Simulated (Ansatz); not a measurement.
# Decaying states in the gap of Cs3BrCl2, part 3 of 3

A new crystal, Cs3BrCl2: structure, gap and complex bands. It is built by putting Cs for Na in the Na3BrCl2 structure of space group P-3m1, with the volume rescaled by atomic radii. The parent structure comes from the Materials Project.

Ansatz 0.2.0; LDA DFT, plane waves, PAW files (the session's first sound run).

So far, gap on path (eV): step 3 (the bulk crystal and its band edges, LDA) 4.48; step 6 (LDA norm-conserving, cutoff 761.919 eV) 4.48.

The structure was built from a prototype and need not be the compound's stable phase.

## Step 7: Complex bands at another level, cutoff 761.919 eV

This step: LDA DFT, plane waves, norm-conserving files; complex bands by layer matching along the plane's normal (Ansatz 0.2.0).

The complex bands at that level, over its own gap, at (0, 0) and (-0.5, -0.5).

The input, input.yaml:

```yaml
crystal:
  lattice:
    - [4.826531615, 0.0, 0.0]
    - [2.413265808, 4.179898991, 0.0]
    - [0.0, 0.0, 11.83010528]
  atoms:
    - { symbol: Cs, position: [0.0, 0.0, 0.5] }
    - { symbol: Cs, position: [0.6666666667, 0.6666666667, 0.1778310851] }
    - { symbol: Cs, position: [0.3333333333, 0.3333333333, 0.8221689149] }
    - { symbol: Br, position: [0.0, 0.0, 0.0] }
    - { symbol: Cl, position: [0.6666666667, 0.6666666667, 0.6610099428] }
    - { symbol: Cl, position: [0.3333333333, 0.3333333333, 0.3389900572] }
kpoints:
  mp_grid: { grid: [6, 6, 2] }
scf:
  occupations: { method: fixed }
hamiltonian:
  xc: lda
  pseudopotentials: { kind: nc }
output:
  eigenvalues: true
  transmission:
    leads: [[0, 0]]
    kpoints: [[0.0, 0.0], [-0.5, -0.5]]
    e_range: [-1.0, 5.48]
    de: 0.13
```

Command:

```
$ ansatz run input.yaml --threads 2 --pin off --max-ram 4096MiB --backend cpu --events-out ev --progress --plain --runs-dir out
```

What it wrote:

```text
[...]
Crystal: 6 atoms, lattice volume = 238.665 Å³
Basis set: ecut = 761.918815 eV, 11441 PW (Γ)
Bands: 30, of which v1, the nominal top of the filled ones, is band 24 counted from 1 (23 counted from 0)
Symmetry: 12 space group operations
[...]
k-points: 14 of 72
[...]
SCF iter   1: F=—  HF=-3248.989198 eV  |F-HF|=—  |Δ(HF+E_count)|=         —  Δρ=3.40e-2  dr2=5.55e0  ethr=3.10e-3  ⟨swp⟩=5.9  Hψ=1751  notcnv=0  defer=47
[...]
SCF iter   8: F=-3246.932829 eV  HF=-3246.932829 eV  |F-HF|=3.51e-9  |Δ(HF+E_count)|=   4.50e-8  Δρ=3.00e-6  dr2=2.27e-8  ethr=2.08e-10  ⟨swp⟩=15.9  Hψ=2897  notcnv=0
SCF 1 converged in 8 iterations: F = -3246.932829 eV  dr2 = 2.27e-8
transmission: 25 of 50 steps passed
transmission: 50 of 50 steps passed
SCF converged after 8 iterations
Free energy (F): -3246.932829 eV
[...]
Internal energy: -3246.932829 eV  (E = F + TS)
E sigma→0 (E₀):  -3246.932829 eV
Fermi energy:    1.903053 eV
[...]
--- Band table (eV; the first three rows and the last of 14) ---
  k-point 0: bands = [... 20 lower, 1.3657, 1.7709, 1.8968, 1.8968, 6.3842, 8.1694, 8.3771, 8.3838, ... 2 higher]
  k-point 1: bands = [... 20 lower, 1.4222, 1.6209, 1.8708, 1.8708, 7.0185, 7.1018, 8.1023, 8.4464, ... 2 higher]
  k-point 2: bands = [... 20 lower, 1.4220, 1.7250, 1.8007, 1.8703, 6.9649, 7.7807, 8.1503, 8.2952, ... 2 higher]
  k-point 13: bands = [... 20 lower, 1.5137, 1.7588, 1.7588, 1.8016, 8.2620, 8.3875, 8.3875, 8.4032, ... 2 higher]
--- Transmission ---
  basis      : 313 plane waves across, 25 finite elements along
  points     : 2, as listed
[...]
channels       : 0.000000e0 a spin
[...]
slowest decay  : 0.3736 /Å at (0.0000, 0.0000)
```

Elapsed: 2.2 min, on 2 threads of Intel Xeon Platinum 8488C (Sapphire Rapids), shared host; peak memory 1.9 GiB; 3.4 min of CPU time.

Numbers from this step:

- level to which the leads are filled: 2.241 eV from the Fermi level
- decay constant at the filling level, zone centre: 0.3736 Å⁻¹
- decay constant at the filling level, slowest listed point: 0.3736 Å⁻¹

K parallel (0, 0); values up to 1.5 1/Å, a degenerate pair printed once or twice; energies at which all values exceed this have no row. Table of Im kz of the slowest decaying states by energy, zero at the highest filled level on the SCF mesh:

```
energy (eV)  decay 1 (Å⁻¹)  decay 2 (Å⁻¹)  decay 3 (Å⁻¹)  decay 4 (Å⁻¹)
      -1.00          0.383          0.905           1.10              -
      -0.74          0.896           1.09              -              -
      -0.48         0.0223         0.0829          0.887           1.07
      -0.22          0.230          0.877           1.06              -
       0.04          0.192          0.198          0.867           1.04
       0.30          0.276          0.383          0.856           1.03
       0.56          0.323          0.460          0.844           1.01
       0.82          0.351          0.508          0.832          0.991
       1.08          0.369          0.542          0.819          0.972
       1.34          0.379          0.567          0.805          0.953
       1.60          0.383          0.584          0.791          0.932
       1.86          0.383          0.597          0.775          0.911
       2.12          0.378          0.605          0.759          0.889
       2.25          0.374          0.608          0.751          0.877
       2.51          0.363          0.612          0.733          0.853
       2.77          0.348          0.612          0.715          0.828
       3.03          0.329          0.611          0.695          0.802
       3.29          0.305          0.607          0.675          0.774
       3.55          0.276          0.600          0.652          0.745
       3.81          0.239          0.592          0.629          0.714
       4.07          0.191          0.581          0.603          0.682
       4.33          0.118          0.569          0.576          0.647
       4.59          0.546          0.554          0.609              -
       4.85          0.513          0.538          0.569              -
       5.11          0.476          0.519          0.524              -
       5.37          0.434          0.475          0.497              -
```

K parallel (-0.5, -0.5); values up to 1.5 1/Å, a degenerate pair printed once or twice; energies at which all values exceed this have no row. Im kz of the slowest decaying states against energy, zero at the highest filled level on the SCF mesh:

```
energy (eV)  decay 1 (Å⁻¹)  decay 2 (Å⁻¹)  decay 3 (Å⁻¹)  decay 4 (Å⁻¹)
      -1.00          0.339          0.344          0.846           1.35
      -0.74         0.0145          0.116          0.834           1.33
      -0.35         0.0204         0.0928          0.125          0.813
      -0.09         0.0192          0.157          0.799           1.26
       0.04          0.176          0.192          0.210          0.792
       0.30          0.317          0.382          0.384          0.777
       0.56          0.392          0.473          0.477          0.763
       0.95          0.467          0.560          0.566          0.741
       1.21          0.501          0.601          0.608          0.730
       1.60          0.536          0.639          0.657          0.723
       1.86          0.547          0.649          0.682          0.731
       2.12          0.548          0.652          0.702          0.748
       2.51          0.531          0.653          0.724          0.781
       2.77          0.510          0.654          0.735          0.806
       3.16          0.468          0.651          0.746          0.850
       3.42          0.435          0.647          0.749          0.862
       3.81          0.374          0.635          0.749          0.845
       4.07          0.324          0.623          0.746          0.831
       4.46          0.224          0.600          0.737          0.793
       4.72          0.108          0.581          0.728          0.754
       5.11          0.546          0.693          0.710          0.884
       5.37          0.518          0.651          0.695          0.899
```

At the listed wavevectors the last open channel is at -0.09 eV and the next at +4.59 eV on the grid. At +2.25 eV, the grid energy nearest the filling level (the middle of the gap on the SCF mesh), the slowest state at the listed wavevectors decays with κ = 0.374 Å⁻¹, its amplitude falling by e over 2.7 Å; the first such run, plane (001), gave 0.373 Å⁻¹ over as many of its listed wavevectors.

## Step 8: Outcome

| Property | Result |
| --- | --- |
| band gap | 4.48 eV |
| least decay constant at mid-gap, normal to (001) | 0.373 Å⁻¹ |
| least decay constant on a mesh, normal to (001) | 0.374 Å⁻¹ |
| least decay constant, norm-conserving files | 0.374 Å⁻¹ |

**Reading.** With LDA, the slowest decay at the wavevectors tried is κ = 0.373 Å⁻¹, normal to (001). Through such a film the transmission near mid-gap falls as exp(−2κd), a factor of ten every 3.1 Å. A free electron under a barrier of half the gap would need a mass of 0.24 mₑ to decay at this rate. With norm-conserving files the gap goes from 4.48 to 4.48 eV and the decay constant, over the first 2 listed wavevectors, from 0.373 to 0.374 Å⁻¹. The compound is made up by substitution; its stability against other phases and against distortions of the cell's symmetry was not tested. A semilocal functional narrows gaps, so real decay constants are likely larger.

[Logs are printed without paths, hosts, clocks, repeated set-up lines and the standing remarks that a program may print on its own settings, such as how far it seeks lower states.]

[Hosts, paths, dates, database ids (printed as entryN), source tags and the programs' standing remarks are cut or masked in the printed files.]
